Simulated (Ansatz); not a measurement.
# Screening in GeH6CBr3N (CH3NH3GeBr3), part 2 of 2

Wanted: ε∞ of GeH6CBr3N (CH3NH3GeBr3) from perturbation theory and the RPA step of G0W0, with cost.

Ansatz 0.2.0; linear response on PBEsol, plane waves, PAW. Known limits of the many-body steps: not at the basis limit; no spin-orbit coupling.

So far. Step 2 (Response to a homogeneous field): One over ε∞ averages 0.18, somewhat under the quarter of exact exchange in PBE0.

The structure was built from a prototype and need not be the compound's stable phase.

In doubt: the program warns that the response may not be converged on this k-mesh (step 2), which bears on dielectric and field responses.

### Step 3. RPA screening from the G0W0 run

G0W0 replaces the xc potential by the self-energy, built once from these orbitals. Only a window of levels is corrected, while the sums run over the empty bands that the input names. This step takes PAW set soft_1 files.

This step: G0W0 on PBEsol, plane waves, PAW; PAW set soft_1.

Contents of input.yaml:

```yaml
crystal:
  lattice:
    - [5.5467969221, 0.3702694348, 0.0049253558]
    - [0.3702694348, 5.6450359083, -0.046829508]
    - [0.0049253558, -0.046829508, 5.5495500431]
  atoms:
    - { symbol: C, position: [0.9290273899, 0.9115766737, 1.002304231] }
    - { symbol: "N", position: [0.082932378, 0.1051282868, -0.0021496463] }
    - { symbol: H, position: [1.0472006063, 0.7401270702, 1.0007242073] }
    - { symbol: H, position: [0.192228908, 1.0925891574, 0.8439182886] }
    - { symbol: H, position: [0.81193204, -0.0760669468, 0.842588036] }
    - { symbol: H, position: [-0.0238869375, 0.2701527467, -0.0014611858] }
    - { symbol: H, position: [0.8177735738, -0.0694615116, 0.1667816348] }
    - { symbol: H, position: [0.1960831932, 1.0992905295, 0.1481715727] }
    - { symbol: Ge, position: [0.5122581063, 0.510998608, 0.479648026] }
    - { symbol: Br, position: [0.5190301639, 0.4745762345, 0.018859772] }
    - { symbol: Br, position: [0.4382141512, -0.0289307855, 0.4965308816] }
    - { symbol: Br, position: [-0.0332405306, 0.4691841807, 0.5037707734] }
kpoints:
  mp_grid: { grid: [4, 4, 4] }
hamiltonian:
  xc: pbesol
  pseudopotentials: { kind: paw, azcp: { folder: soft_1 }, xc_functional: pbe }
scf:
  occupations: { method: fixed }
gw:
  n_empty_bands: 582
  ecut_chi: 130.0
  qp_bands: [v4, c4]
  qp_kpoints: band_edges
  screening: { model: contour_deformation }
```

Started as:

```bash
> ansatz run input.yaml --threads 2 --pin off --max-ram 92160MiB --backend cuda --events-out ev --progress --plain --runs-dir out --devices 1 --max-vram 13GiB
```

Numbers of over 12 decimals in the logs are rounded to 6 here.

The log of the run:

```text
GPUs: using 1 of 1 available (devices: 1).
[...]
GPU FFT provider: cuFFT
GPU libraries: cuBLAS 13.8.2, cuFFT 12.4.0, cuSOLVER 12.3.4
Crystal: 12 atoms, lattice volume = 172.993 Å³
Basis set: ecut = 420 eV, 3385 PW (Γ)
Bands: 37, of which v1, the nominal top of the filled ones, is band 25 counted from 1 (24 counted from 0)
Symmetry: 1 space group operations
[...]
k-points: 36 of 64 (time reversal used)
[...]
33    23      1.1014   -19.2705     2.8636   -15.4134  0.7286     0.0061     0.1079  root ?
[...]
35    26      4.6350    -8.6453    -3.5032   -12.5046  0.7663     4.9950     4.9912  root
    35    27      4.7779    -8.6413    -3.5322   -12.5361  0.7649     5.1445     5.1405  root
    35    28      5.0362    -8.3357    -3.5905   -12.2943  0.7650     5.4085     5.4043  root
    35    29      8.1379    -5.1533    -4.0196    -9.7879  0.7912     8.7675     8.7529  root
[key lines of the parts left out:]
SCF converged after 10 iterations
Free energy (F): -13187.382552 eV
Fermi energy:    3.601567 eV
```

It took 2 min on 1 × NVIDIA H100 80GB HBM3 (shared by 6 runs) with 2 threads of AMD EPYC 7R13 (Zen 3), shared host; peak memory 4.9 GiB; 3.4 min of CPU time.

Numbers from this step:

- bands summed: 607
- RPA ε∞ on this mesh (eigenvalues): 6.154, 7.497, 8.132
- plane waves in the screening matrix: 585
- G0W0 gap on the mesh: 1.897 eV
- k of the valence top: -0.5, -0.5, -0.5
- k of the conduction bottom: -0.5, -0.5, -0.5
- starting gap on the mesh: 1.033 eV
- least direct G0W0 gap on the computed points: 1.897 eV

The gap on the mesh goes from 1.03 eV to 1.90 eV, a correction of +0.86 eV. Between the two edge states, bare exchange in place of the xc potential would open the gap by 4.93 eV, and correlation takes back 4.07 eV.

Mean over the mesh in bins of 0.25 1/Å. Table of static inverse dielectric function, diagonal by length of q+G:

```
length of q+G (Å⁻¹)  static inverse dielectric function, diagonal
               0.31                                         0.265
               0.50                                         0.310
               0.74                                         0.376
               1.00                                         0.447
               1.25                                         0.514
               1.50                                         0.578
               1.76                                         0.638
               2.01                                         0.692
               2.25                                         0.740
               2.51                                         0.781
               2.75                                         0.814
               3.00                                         0.842
               3.25                                         0.865
               3.50                                         0.886
               3.75                                         0.904
               4.00                                         0.920
               4.25                                         0.934
               4.50                                         0.945
               4.75                                         0.955
               5.00                                         0.964
               5.25                                         0.971
               5.50                                         0.977
               5.74                                         0.982
```

### Step 4. The values together

Times are wall times on 1 × NVIDIA H100 80GB HBM3 (shared by 6 runs) with 2 threads of AMD EPYC 7R13 (Zen 3), shared host, good to a factor of about two.

```
                                          method                            mesh  ε∞, low  middle  high  mean     time
perturbation theory (local fields and xc kernel)  4×4×4 (response on 512 points)     5.32    5.62  5.94  5.63  2.2 min
           RPA with local fields, on the GW mesh                           4×4×4     6.15    7.50  8.13  7.26    2 min
```

### Step 5. What came out

| Quantity | Value |
| --- | --- |
| perturbation theory (local fields and xc kernel) | 5.32, 5.62, 5.94 |
| RPA with local fields, on the GW mesh | 6.15, 7.50, 8.13 |

In words: Mean Born effective charge: C1 0.13, N2 -0.72, H3 0.12, H4 0.56, H5 0.12, H6 0.47 e. The RPA values on the 4×4×4 mesh average 1.29 times those of perturbation theory (means 7.26 and 5.63, which can hide unlike anisotropies). Without the xc kernel RPA should lie a little lower; it lies higher here. Perturbation theory sums its response on a denser mesh of its own, so the coarser sum of the GW run is the likely cause. PBEsol usually puts the gap too low, which tends to raise ε∞. Ions are clamped, so the lattice part of the static constant is not in these numbers.

[Paths, hosts, dates, memory and timing lines, banners, echoed tables and standing remarks are left out of the program output.]

[Logs are printed without paths, hosts, clocks, repeated set-up lines and the standing remarks that a program may print on its own settings, such as how far it seeks lower states.]

[Runs of the session that timed out or met a known fault of the program may be left out.]

[Cells called generated may have been cut or substituted from an entry of the Crystallography Open Database or the Materials Project.]

[Hosts, paths, dates, database ids (printed as entryN), source tags and the programs' standing remarks are cut or masked in the printed files.]
